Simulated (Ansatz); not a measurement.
## H on Cu(100): change of the work function

Wanted: Δφ(θ) for H/Cu(100), starting from the hollow site.

Program: Ansatz 0.2.0. Level of theory: plane-wave DFT, PBE, Ansatz PAW (set soft_1); PAW set soft_1. Results are calculated unless marked as measured.

**1. Starting point**

The cell holds 4 atoms: 4 Cu. Its edges and angles: a = 2.553 Å, b = 2.553 Å, c = 23.415 Å, α = 90.0°, β = 90.0°, γ = 90.0°. Vacuum lies along c.

**2. The clean slab**

The bare slab comes first, as the zero from which every change is counted. The two lowest layers are held at bulk places and the upper ones relax. The dipole correction removes the false field that a one-sided slab makes across the periodic vacuum, so each face gets a flat vacuum level of its own.

File input.yaml:

```yaml
crystal:
  lattice:
    - [2.5526554801, 0.0, 0.0]
    - [0.0, 2.5526554801, 0.0]
    - [0.0, 0.0, 23.415]
  atoms:
    - { symbol: Cu, position: [0.5, 0.5, 0.3843689942] }
    - { symbol: Cu, position: [0.0, 0.0, 0.4614563314] }
    - { symbol: Cu, position: [0.5, 0.5, 0.5385436686] }
    - { symbol: Cu, position: [0.0, 0.0, 0.6156310058] }
kpoints:
  mp_grid: { grid: [12, 12, 1] }
hamiltonian:
  xc: pbe
  pseudopotentials: { kind: paw, azcp: { folder: soft_1 } }
scf:
  occupations: { method: fermi_dirac, width: 0.1 }
  convergence: { dr2_threshold: 1.0e-08 }
efield:
  axis: 3
  dipole_correction: true
  ramp_position: 0.97
  ramp_width: 0.06
relax:
  f_tol: 0.02
  max_steps: 60
  constraints: [{ sites: [0, 1] }]
output:
  write_potential: true
  write_density: true
  volumetric_format: npy
```

On the command line:

```console
$ ansatz run input.yaml --threads 4 --pin off --max-ram 16384MiB --backend cpu --events-out ev --progress --plain --runs-dir out
```

Numbers of over 12 decimals in the logs are rounded to 6 here.

Log:

```text
Engine: ansatz 0.2.0, aarch64-unknown-linux-gnu
Pseudopotentials: kind: paw
Pseudopotential: Cu, paw, valence charge 19, recommended cutoff 420 eV (normal), soft_1/Cu.paw.azcp
Functional definition: PBE
  parameter kappa = 0.804
  parameter beta = 0.066725
  exchange = pbe_x(kappa = kappa, mu = beta*pi^2/3)
  correlation = pbe_c(beta = beta)
Crystal: 4 atoms, lattice volume = 152.573 Å³
Basis set: ecut = 420 eV, 3011 PW (Γ), exchange–correlation on 36×36×320 points (8 copies of the dense FFT grid, shifted against one another)
Bands: 46, of which v1, the nominal top of the filled ones, is band 38 counted from 1 (37 counted from 0)
Symmetry: 8 space group operations
k-points: 28 of 144
Non-local potential: Cu, projectors of the file, l = 0: 3, l = 1: 2, l = 2: 3, l = 3: 1
PAW form: soft (Blöchl's): semilocal exchange-correlation on the pseudo side does not see the compensation charge
PAW one-centre angular grid: Cu, 590 points (default); XC on 64 Gauss nodes
Initial density: superposition of atomic densities (neutral atoms: chi_scale 0, normalization atom)
Initial wavefunctions: pseudopotential atomic-orbital guess
Functional: x = pbe(κ = 0.804, μ = 0.219515), c = pbe(β = 0.066725)
SCF iter   1: F=—  HF=-26502.655988 eV  |F-HF|=—  |Δ(HF+E_count)|=         —  Δρ=1.36e-1  dr2=1.72e1  ethr=3.10e-3  p=0.000 e·Å  D=3.49e-14 V/Å  ΔV_dip=-0.00 eV  dr2_dipole=1.23e-8  V_vac-E_F(+/−)=4.38/4.38 eV  ⟨swp⟩=9.2  Hψ=5815  notcnv=0  defer=3
efield: sawtooth ramp at fractional position 0.9700 (set: `efield.ramp_position`, or a place that a band, a saddle search or an elastic batch's reference lends), width 0.0600; the density the first Hamiltonian is built on has a dipole p = 0.000 e·Å; the dipole correction subtracts the counter field D = 3.49e-14 V/Å, which shifts the + side's vacuum level by -0.00 eV against the − side's; the planar-averaged density in the ramp window peaks in size at 5.3e-5 e/Å³
preconditioner: auto → LDOS  [metal: Δε(μ)=0.125 eV  Ē_g=7.435 eV  σ=0.100 eV  W_gap=0.30  n_scr=18 (ndim 8)  ℏωp=19.9 eV  f_vac=0.638  D(μ)=1.90/eV (n_scr^D=10)  β→1.0]
SCF iter   2: F=—  HF=-26519.793707 eV  |F-HF|=—  |Δ(HF+E_count)|=    1.71e1  Δρ=2.68e-1  dr2=6.20e1  ethr=3.10e-3  p=-0.002 e·Å  D=-2.24e-3 V/Å  ΔV_dip=0.05 eV  dr2_dipole=1.54e-2  V_vac-E_F(+/−)=2.99/2.94 eV  ⟨swp⟩=4.0  Hψ=4309  notcnv=0  defer=42  recentre
SCF iter   3: F=—  HF=-26499.769999 eV  |F-HF|=—  |Δ(HF+E_count)|=    2.00e1  Δρ=3.74e-2  dr2=1.38e0  ethr=3.10e-3  p=0.000 e·Å  D=5.73e-7 V/Å  ΔV_dip=-0.00 eV  dr2_dipole=1.67e-3  V_vac-E_F(+/−)=4.53/4.53 eV  ⟨swp⟩=4.0  Hψ=3609  notcnv=0  defer=54
SCF iter   4: F=—  HF=-26499.553155 eV  |F-HF|=—  |Δ(HF+E_count)|=   2.17e-1  Δρ=1.44e-2  dr2=1.80e-1  ethr=1.82e-3  p=-0.001 e·Å  D=-1.73e-3 V/Å  ΔV_dip=0.04 eV  dr2_dipole=2.29e-4  V_vac-E_F(+/−)=4.52/4.48 eV  ⟨swp⟩=2.2  Hψ=2276  notcnv=0  defer=50
SCF iter   5: F=—  HF=-26499.521482 eV  |F-HF|=—  |Δ(HF+E_count)|=   3.17e-2  Δρ=3.79e-3  dr2=1.22e-2  ethr=2.37e-4  p=0.000 e·Å  D=4.68e-4 V/Å  ΔV_dip=-0.01 eV  dr2_dipole=2.26e-5  V_vac-E_F(+/−)=4.57/4.58 eV  ⟨swp⟩=2.0  Hψ=2194  notcnv=0  defer=52
SCF iter   6: F=—  HF=-26499.526644 eV  |F-HF|=—  |Δ(HF+E_count)|=   5.16e-3  Δρ=1.18e-3  dr2=1.58e-3  ethr=1.60e-5  p=0.000 e·Å  D=4.57e-5 V/Å  ΔV_dip=-0.00 eV  dr2_dipole=1.95e-5  V_vac-E_F(+/−)=4.58/4.59 eV  ⟨swp⟩=2.0  Hψ=1988  notcnv=0  defer=52
SCF iter   7: F=—  HF=-26499.527857 eV  |F-HF|=—  |Δ(HF+E_count)|=   1.21e-3  Δρ=9.00e-4  dr2=7.17e-4  ethr=2.08e-6  p=0.000 e·Å  D=2.81e-4 V/Å  ΔV_dip=-0.01 eV  dr2_dipole=1.76e-7  V_vac-E_F(+/−)=4.59/4.59 eV  ⟨swp⟩=2.1  Hψ=1924  notcnv=0  defer=52
SCF iter   8: F=—  HF=-26499.527826 eV  |F-HF|=—  |Δ(HF+E_count)|=   3.15e-5  Δρ=1.84e-4  dr2=4.47e-5  ethr=9.44e-7  p=0.000 e·Å  D=5.86e-5 V/Å  ΔV_dip=-0.00 eV  dr2_dipole=3.58e-6  V_vac-E_F(+/−)=4.59/4.59 eV  ⟨swp⟩=2.0  Hψ=1890  notcnv=0  defer=52
SCF iter   9: F=—  HF=-26499.527858 eV  |F-HF|=—  |Δ(HF+E_count)|=   3.20e-5  Δρ=1.26e-4  dr2=1.78e-5  ethr=5.88e-8  p=0.000 e·Å  D=5.68e-5 V/Å  ΔV_dip=-0.00 eV  dr2_dipole=1.96e-8  V_vac-E_F(+/−)=4.59/4.59 eV  ⟨swp⟩=2.9  Hψ=2186  notcnv=0  defer=52
SCF iter  10: F=—  HF=-26499.527864 eV  |F-HF|=—  |Δ(HF+E_count)|=   6.56e-6  Δρ=4.52e-5  dr2=2.67e-6  ethr=2.34e-8  p=0.000 e·Å  D=3.73e-6 V/Å  ΔV_dip=-0.00 eV  dr2_dipole=1.91e-7  V_vac-E_F(+/−)=4.59/4.59 eV  ⟨swp⟩=2.2  Hψ=1723  notcnv=0  defer=52
SCF iter  11: F=—  HF=-26499.527866 eV  |F-HF|=—  |Δ(HF+E_count)|=   1.90e-6  Δρ=2.95e-5  dr2=9.52e-7  ethr=3.51e-9  p=0.000 e·Å  D=5.19e-6 V/Å  ΔV_dip=-0.00 eV  dr2_dipole=1.13e-9  V_vac-E_F(+/−)=4.59/4.59 eV  ⟨swp⟩=2.0  Hψ=1816  notcnv=0  defer=52
SCF iter  12: F=—  HF=-26499.527866 eV  |F-HF|=—  |Δ(HF+E_count)|=   4.01e-7  Δρ=1.28e-5  dr2=1.47e-7  ethr=1.25e-9  p=0.000 e·Å  D=1.16e-6 V/Å  ΔV_dip=-0.00 eV  dr2_dipole=8.01e-11  V_vac-E_F(+/−)=4.59/4.59 eV  ⟨swp⟩=2.1  Hψ=1640  notcnv=0  defer=52
SCF iter  13: F=—  HF=-26499.527866 eV  |F-HF|=—  |Δ(HF+E_count)|=   2.41e-8  Δρ=1.35e-5  dr2=1.54e-7  ethr=1.93e-10  p=-0.000 e·Å  D=-5.51e-7 V/Å  ΔV_dip=0.00 eV  dr2_dipole=2.18e-10  V_vac-E_F(+/−)=4.59/4.59 eV  ⟨swp⟩=2.4  Hψ=2317  notcnv=0  defer=52
SCF iter  14: F=—  HF=-26499.527866 eV  |F-HF|=—  |Δ(HF+E_count)|=   1.88e-8  Δρ=4.62e-6  dr2=1.83e-8  ethr=1.93e-10  p=-0.000 e·Å  D=-1.63e-7 V/Å  ΔV_dip=0.00 eV  dr2_dipole=1.25e-10  V_vac-E_F(+/−)=4.59/4.59 eV  ⟨swp⟩=2.2  Hψ=1701  notcnv=0  defer=52
SCF iter  15: F=-26499.527866 eV  HF=-26499.527866 eV  |F-HF|=6.50e-9  |Δ(HF+E_count)|=   1.69e-8  Δρ=1.37e-6  dr2=1.66e-9  ethr=1.32e-11  p=0.000 e·Å  D=1.73e-7 V/Å  ΔV_dip=-0.00 eV  dr2_dipole=6.11e-12  V_vac-E_F(+/−)=4.59/4.59 eV  ⟨swp⟩=8.9  Hψ=7879  notcnv=0
SCF 1 converged in 15 iterations: F = -26499.527866 eV  dr2 = 1.66e-9
  greatest PAW one-centre occupation: 1.000 electrons in one spin orbital (limit 2), on the Cu atom at site 3 (counted from 0), in its partial waves of l = 0
relax step   1: F+E_penalty+E_count = -26499.52786641 eV  Δ(F+E_penalty+E_count) = +0.000e0 eV  max|allowed force component| = 2.186e-1 eV/Å  Δτ_max = 0.0000 Å  (15 SCF iters, accepted)
Initial density: handed on by an earlier stage of this run
Initial wavefunctions: those handed on with the density
iter 1 solved again at ethr=4.20e-7 eV; its pass at ethr=3.10e-3 eV (dr2=3.19e-4 eV) is discarded
SCF iter   1: F=—  HF=-26499.529910 eV  |F-HF|=—  |Δ(HF+E_count)|=         —  Δρ=6.87e-4  dr2=3.23e-4  ethr=4.20e-7  p=0.000 e·Å  D=1.01e-6 V/Å  ΔV_dip=-0.00 eV  dr2_dipole=2.23e-7  V_vac-E_F(+/−)=4.58/4.58 eV  ⟨swp⟩=2.6  Hψ=4209  notcnv=0  defer=52
[...]
SCF iter   5: F=—  HF=-26499.529804 eV  |F-HF|=—  |Δ(HF+E_count)|=   9.40e-7  Δρ=3.09e-5  dr2=8.64e-7  ethr=1.38e-8  p=0.000 e·Å  D=1.66e-4 V/Å  ΔV_dip=-0.00 eV  dr2_dipole=1.46e-9  V_vac-E_F(+/−)=4.58/4.58 eV  ⟨swp⟩=2.1  Hψ=1767  notcnv=0  defer=52
SCF iter   6: F=—  HF=-26499.529798 eV  |F-HF|=—  |Δ(HF+E_count)|=   5.16e-6  Δρ=1.68e-5  dr2=2.46e-7  ethr=1.14e-9  p=0.000 e·Å  D=1.69e-4 V/Å  ΔV_dip=-0.00 eV  dr2_dipole=1.28e-9  V_vac-E_F(+/−)=4.58/4.58 eV  ⟨swp⟩=2.1  Hψ=1873  notcnv=0  defer=52
SCF iter   7: F=—  HF=-26499.529798 eV  |F-HF|=—  |Δ(HF+E_count)|=   1.91e-8  Δρ=3.73e-6  dr2=1.34e-8  ethr=3.24e-10  p=0.000 e·Å  D=1.74e-4 V/Å  ΔV_dip=-0.00 eV  dr2_dipole=3.42e-11  V_vac-E_F(+/−)=4.58/4.58 eV  ⟨swp⟩=2.0  Hψ=1806  notcnv=0  defer=52
SCF iter   8: F=-26499.529798 eV  HF=-26499.529798 eV  |F-HF|=8.19e-10  |Δ(HF+E_count)|=   1.83e-8  Δρ=1.17e-6  dr2=1.69e-9  ethr=1.32e-11  p=0.000 e·Å  D=1.76e-4 V/Å  ΔV_dip=-0.00 eV  dr2_dipole=3.19e-11  V_vac-E_F(+/−)=4.58/4.58 eV  ⟨swp⟩=9.0  Hψ=7903  notcnv=0
SCF 2 converged in 8 iterations: F = -26499.529798 eV  dr2 = 1.69e-9
  greatest PAW one-centre occupation: 1.000 electrons in one spin orbital (limit 2), on the Cu atom at site 0 (counted from 0), in its partial waves of l = 0
relax step   2: F+E_penalty+E_count = -26499.52979842 eV  Δ(F+E_penalty+E_count) = -1.932e-3 eV  max|allowed force component| = 1.402e-1 eV/Å  Δτ_max = 0.0113 Å  (8 SCF iters, accepted)
SCF iter   1: F=—  HF=-26499.531495 eV  |F-HF|=—  |Δ(HF+E_count)|=         —  Δρ=1.14e-3  dr2=8.61e-4  ethr=1.19e-5  p=0.000 e·Å  D=1.77e-4 V/Å  ΔV_dip=-0.00 eV  dr2_dipole=2.07e-7  V_vac-E_F(+/−)=4.58/4.58 eV  ⟨swp⟩=3.3  Hψ=3656  notcnv=0  defer=52
efield: sawtooth ramp at fractional position 0.9700 (set: `efield.ramp_position`, or a place that a band, a saddle search or an elastic batch's reference lends), width 0.0600; the density the first Hamiltonian is built on has a dipole p = 0.000 e·Å; the dipole correction subtracts the counter field D = 1.77e-4 V/Å, which shifts the + side's vacuum level by -0.00 eV against the − side's; the planar-averaged density in the ramp window peaks in size at 4.9e-5 e/Å³
preconditioner: auto → LDOS  [metal: Δε(μ)=0.090 eV  Ē_g=8.130 eV  σ=0.100 eV  W_gap=0.22  n_scr=18 (ndim 8)  ℏωp=19.9 eV  f_vac=0.638  D(μ)=1.29/eV (n_scr^D=8)  β→1.0]
SCF iter   2: F=—  HF=-26499.531170 eV  |F-HF|=—  |Δ(HF+E_count)|=   3.25e-4  Δρ=4.33e-4  dr2=3.21e-4  ethr=1.13e-6  p=0.000 e·Å  D=5.53e-4 V/Å  ΔV_dip=-0.01 eV  dr2_dipole=4.16e-5  V_vac-E_F(+/−)=4.57/4.58 eV  ⟨swp⟩=2.0  Hψ=2477  notcnv=0  defer=52
SCF iter   3: F=—  HF=-26499.531140 eV  |F-HF|=—  |Δ(HF+E_count)|=   3.02e-5  Δρ=4.09e-4  dr2=1.58e-4  ethr=4.23e-7  p=0.000 e·Å  D=5.46e-4 V/Å  ΔV_dip=-0.01 eV  dr2_dipole=1.26e-6  V_vac-E_F(+/−)=4.57/4.58 eV  ⟨swp⟩=2.0  Hψ=1850  notcnv=0  defer=52
SCF iter   4: F=—  HF=-26499.531131 eV  |F-HF|=—  |Δ(HF+E_count)|=   8.75e-6  Δρ=1.39e-4  dr2=1.73e-5  ethr=2.08e-7  p=0.000 e·Å  D=4.71e-4 V/Å  ΔV_dip=-0.01 eV  dr2_dipole=9.01e-9  V_vac-E_F(+/−)=4.57/4.58 eV  ⟨swp⟩=2.0  Hψ=1825  notcnv=0  defer=52
SCF iter   5: F=—  HF=-26499.531143 eV  |F-HF|=—  |Δ(HF+E_count)|=   1.23e-5  Δρ=4.05e-5  dr2=1.50e-6  ethr=2.27e-8  p=0.000 e·Å  D=4.96e-4 V/Å  ΔV_dip=-0.01 eV  dr2_dipole=7.76e-9  V_vac-E_F(+/−)=4.57/4.58 eV  ⟨swp⟩=2.1  Hψ=1861  notcnv=0  defer=52
SCF iter   6: F=—  HF=-26499.531148 eV  |F-HF|=—  |Δ(HF+E_count)|=   4.48e-6  Δρ=1.19e-5  dr2=1.49e-7  ethr=1.98e-9  p=0.000 e·Å  D=4.99e-4 V/Å  ΔV_dip=-0.01 eV  dr2_dipole=2.23e-11  V_vac-E_F(+/−)=4.57/4.58 eV  ⟨swp⟩=2.0  Hψ=1791  notcnv=0  defer=52
SCF iter   7: F=—  HF=-26499.531148 eV  |F-HF|=—  |Δ(HF+E_count)|=   3.48e-7  Δρ=6.09e-6  dr2=3.93e-8  ethr=1.96e-10  p=0.000 e·Å  D=5.15e-4 V/Å  ΔV_dip=-0.01 eV  dr2_dipole=5.77e-10  V_vac-E_F(+/−)=4.57/4.58 eV  ⟨swp⟩=2.1  Hψ=1940  notcnv=0  defer=52
SCF iter   8: F=—  HF=-26499.531148 eV  |F-HF|=—  |Δ(HF+E_count)|=   8.82e-8  Δρ=3.12e-6  dr2=1.15e-8  ethr=5.17e-11  p=0.000 e·Å  D=5.19e-4 V/Å  ΔV_dip=-0.01 eV  dr2_dipole=3.55e-10  V_vac-E_F(+/−)=4.57/4.58 eV  ⟨swp⟩=2.0  Hψ=1852  notcnv=0  defer=52
SCF iter   9: F=-26499.531148 eV  HF=-26499.531148 eV  |F-HF|=2.90e-9  |Δ(HF+E_count)|=   6.61e-9  Δρ=1.05e-6  dr2=1.98e-9  ethr=1.32e-11  p=0.000 e·Å  D=5.20e-4 V/Å  ΔV_dip=-0.01 eV  dr2_dipole=8.87e-11  V_vac-E_F(+/−)=4.57/4.58 eV  ⟨swp⟩=8.7  Hψ=7669  notcnv=0
SCF 3 converged in 9 iterations: F = -26499.531148 eV  dr2 = 1.98e-9
relax step   3: F+E_penalty+E_count = -26499.53114803 eV  Δ(F+E_penalty+E_count) = -1.350e-3 eV  max|allowed force component| = 2.300e-3 eV/Å  Δτ_max = 0.0190 Å  (9 SCF iters, accepted)
NSCF: frozen V_eff on 28 k-points
the band table was solved once a step of the walk had ended and its energy, with any forces and stress, was formed, with the checks that follow a solve (6743 applications of the Hamiltonian). They found nothing against the state; the energy, forces and stress were not computed again (output.eigenvalues in the input reference)
WARN: The output density's exchange-correlation potential varies sharply where the density is thin. Do not read a vacuum level from v_tot or v_xc, or from such a field of the output density. On a cell that repeats whose density bears no net charge and no dipole along the vacuum's axis use v_es (v_loc + v_h of the components); under efield.dipole_correction with no amplitude use v_es + v_field, which holds any externa [...]
SCF converged after 9 iterations
Free energy (F): -26499.531148 eV
Harris-Foulkes:  -26499.531148 eV  (|F-HF|=2.90e-9)
Internal energy: -26499.486652 eV  (E = F + TS)
E sigma→0 (E₀):  -26499.508900 eV
Entropy (-TS):   -0.044496 eV (-11.124 meV/atom)
Fermi energy:    1.948238 eV
Dipole field:    D = 0.000506 V/Å  (p = 0.000427 e·Å, saw-weighted, corrected)
Work function:   Φ+ = 4.5702 eV   Φ− = 4.5821 eV
Levels:          The Fermi level and band energies are counted from a zero that moves with the ramp; work functions are not
--- Per-component energies (eV) ---
  E_band       = -2545.893012
  E_kinetic    = 1044.662833
  E_local      = -170747.192743  (includes V_loc(G=0)·N_el)
  E_nonlocal   = 3569.629657
  E_hartree    = 83459.773643
  E_xc         = -272.686557
  E_vxc        = -351.821763  (∫ρ·V_xc dr)
  E_paw        = -7268.088527  (= ΣΔE_a)
  E_vpaw       = -2980.723596  (= ΣTr[D̂ρ^β])
  E_aug_tail   = 0.003927  (compensation charges beyond the density's cutoff)
  E_efield     = 0.000000  (sawtooth field / dipole correction)
  E_vefield    = -0.000298  (∫n·V_field dr)
  E_ewald      = 63714.411116
  E_smearing   = -0.044496  (= −TS)
  E_closure    = -0.000000  (closes the sum)
  Σ components = -26499.531148   (vs F -26499.531148, Δ=0.00e0)
--- Forces (eV/Å), atoms counted from 1 ---
  atom   1  Cu    -0.00000000     0.00000000     0.10918484
  atom   2  Cu    -0.00000000     0.00000000    -0.11125515
  atom   3  Cu    -0.00000000     0.00000000    -0.00020457
  atom   4  Cu    -0.00000000     0.00000000     0.00230020
  max |Σ_I F_I| component: 2.53e-5 eV/Å
--- Band table (eV; the first three rows and the last of 28) ---
  k-point 0: bands = [... 34 lower, 0.2720, 0.4905, 0.5199, 0.5199, 0.5204, 1.4881, 3.0688, 6.3229, ... 4 higher]
  k-point 1: bands = [... 34 lower, 0.3394, 0.3775, 0.4217, 0.4779, 0.5504, 1.7726, 3.4040, 6.4770, ... 4 higher]
  k-point 2: bands = [... 34 lower, 0.3348, 0.3587, 0.4271, 0.4877, 0.5452, 2.4066, 4.2209, 6.9372, ... 4 higher]
  k-point 27: bands = [... 34 lower, 0.8757, 0.8958, 4.4302, 4.4302, 6.6184, 6.6184, 9.3792, 9.3845, ... 4 higher]
--- Relaxed structure (3 steps of the walk, 3 accepted, 0 SCFs on fresh bases) ---
  F+E_penalty+E_count = -26499.53114803 eV   max|allowed force component| = 2.300e-3 eV/Å
  atoms:
    - { symbol: Cu, position: [0.5, 0.5, 0.384369] }
    - { symbol: Cu, position: [0.0, 0.0, 0.461456] }
    - { symbol: Cu, position: [0.5, 0.5, 0.539840] }
    - { symbol: Cu, position: [0, 0.0, 0.615659] }
```

It took 20 s on 4 threads of Arm Neoverse V1, shared host; peak memory 0.5 GiB.

The steps of the relaxation:

```tsv
step	energy less that of the first step (eV)	largest force component (eV/Å)
1	0.0000	0.2186
2	-0.0019	0.1402
3	-0.0033	0.0023
```

The run keeps the 8 symmetry operations that it works with, so distortions that break them were not tested.

The atoms that moved most (Å):

```tsv
atom	dx	dy	dz	length
Cu3	0.000	0.000	0.030	0.030
```

The relaxed structure:

```xyz
4
Lattice="2.5527 0.0000 0.0000 0.0000 2.5527 0.0000 0.0000 0.0000 23.4150" Properties=species:S:1:pos:R:3
Cu    1.2763    1.2763    9.0000
Cu    0.0000    0.0000   10.8050
Cu    1.2763    1.2763   12.6404
Cu    0.0000    0.0000   14.4157
```

Numbers from this step:

| Item | Value |
| --- | --- |
| energy at zero smearing | -26499.5089 eV |
| work function, upper face | 4.570 eV |
| dipole along the normal | 4.27e-4 e·Å |

Running mean over 1.805 Å of the planar mean; the ramp of the sawtooth is left out. Electron's electrostatic potential energy less the Fermi level against z:

z (Å), electron's electrostatic potential energy less the Fermi level (eV) and a bar from the least value:
```
      3.0       4.58 ##############################
      3.5       4.58 ##############################
      4.0       4.58 ##############################
      4.5       4.58 ##############################
      5.0       4.58 ##############################
      5.5       4.57 ##############################
      6.0       4.54 ##############################
      6.5       4.45 ##############################
      7.0       4.10 #############################
      7.5       2.66 ##########################
      8.0      -1.79 #################
      8.5      -7.04 ######
      9.0      -9.23 ##
      9.5      -9.56 #
     10.0      -9.65 #
     10.5      -9.71 #
     11.0      -9.66 #
     11.5      -9.45 #
     12.0      -9.47 #
     12.5      -9.71 #
     13.0      -9.89 
     13.5      -9.97 
     14.0      -9.75 
     14.5      -9.13 ##
     15.0      -6.30 ########
     15.5      -0.85 ###################
     16.0       3.07 ###########################
     16.5       4.18 #############################
     17.0       4.46 ##############################
     17.5       4.54 ##############################
     18.0       4.56 ##############################
     18.5       4.57 ##############################
     19.0       4.57 ##############################
     19.5       4.57 ##############################
     20.0       4.57 ##############################
```

The relaxation took 3 steps and lowered the energy by 0.0033 eV; the largest force on the free atoms ends at 0.0023 eV/Å.

The work function of the upper face is 4.57 eV.

(Continued in part 2 of 4.)

[Logs are printed without paths, hosts, clocks, repeated set-up lines and the standing remarks that a program may print on its own settings, such as how far it seeks lower states.]

[Hosts, paths, dates, database ids (printed as entryN), source tags and the programs' standing remarks are cut or masked in the printed files.]

[Maps of the electrostatic potential energy from Ansatz leave out the sawtooth potential of an applied field or a dipole correction, so their vacuum need not be flat; planar profiles and work functions include it.]
